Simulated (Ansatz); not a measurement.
In doubt: masses and optical values from hybrid runs of this build are listed as unsure (in some of the runs), which bears on the screening that GW takes from such a start.

CsPbCl3 (Pm-3m), computed twice by G0W0.

The structure is cubic, space group Pm-3m (No. 221). Conventional cell: a = 5.605 Å, b = 5.605 Å, c = 5.605 Å, α = 90.00°, β = 90.00°, γ = 90.00°. Nearest to Cs lie 12 Cl at 3.96 Å. Nearest to Pb lie 6 Cl at 2.80 Å. Cl has 2 Pb at 2.80 Å and 4 Cs at 3.96 Å nearest. Farther neighbours and most contacts between anions are not listed.

```
Cs Pb Cl
1.0
     5.60500    0.00000    0.00000
     0.00000    5.60500    0.00000
     0.00000    0.00000    5.60500
Cs Pb Cl
1 1 3
Direct
  0.00000 0.00000 0.00000
  0.50000 0.50000 0.50000
  0.50000 0.50000 0.00000
  0.00000 0.50000 0.50000
  0.50000 0.00000 0.50000
```

The cell and positions come from the Crystallography Open Database and are kept as given unless a step says otherwise. Spin-orbit coupling is left out unless a run names it. PAW set soft_2, made with PBE.

The first (Ansatz 0.2.0; start PBE, 4×4×4 mesh, 965 empty bands, screening to 180 eV; 1 × NVIDIA H100 80GB HBM3 (shared by 3 runs) with 3 threads of AMD EPYC 7R13 (Zen 3), shared host) gave, on its mesh: starting gap 1.93 eV, G0W0 gap 3.26 eV, RPA ε∞ (mean) 4.35, 20 s.

The second gave: starting gap 2.60 eV, G0W0 gap 3.69 eV, RPA ε∞ (mean) 3.45, 84 s.

Q: What was changed in the input? Choose among start, files, mesh, bands and cutoff, frequency model or another key.

Changed: start from PBE to HSE06. A jump of this size in the start, with ε∞ moving the other way, marks another functional. Other changes could give like numbers; this is the one that was made.

Limits: not at the basis limit; no spin-orbit coupling.

[Paths, hosts, dates, memory and timing lines, banners, echoed tables and standing remarks are left out of the program output.]

[Logs are printed without paths, hosts, clocks, repeated set-up lines and the standing remarks that a program may print on its own settings, such as how far it seeks lower states.]

[Runs of the session that timed out or met a known fault of the program may be left out.]

[Cells called generated may have been cut or substituted from an entry of the Crystallography Open Database or the Materials Project.]

[Hosts, paths, dates, database ids (printed as entryN), source tags and the programs' standing remarks are cut or masked in the printed files.]
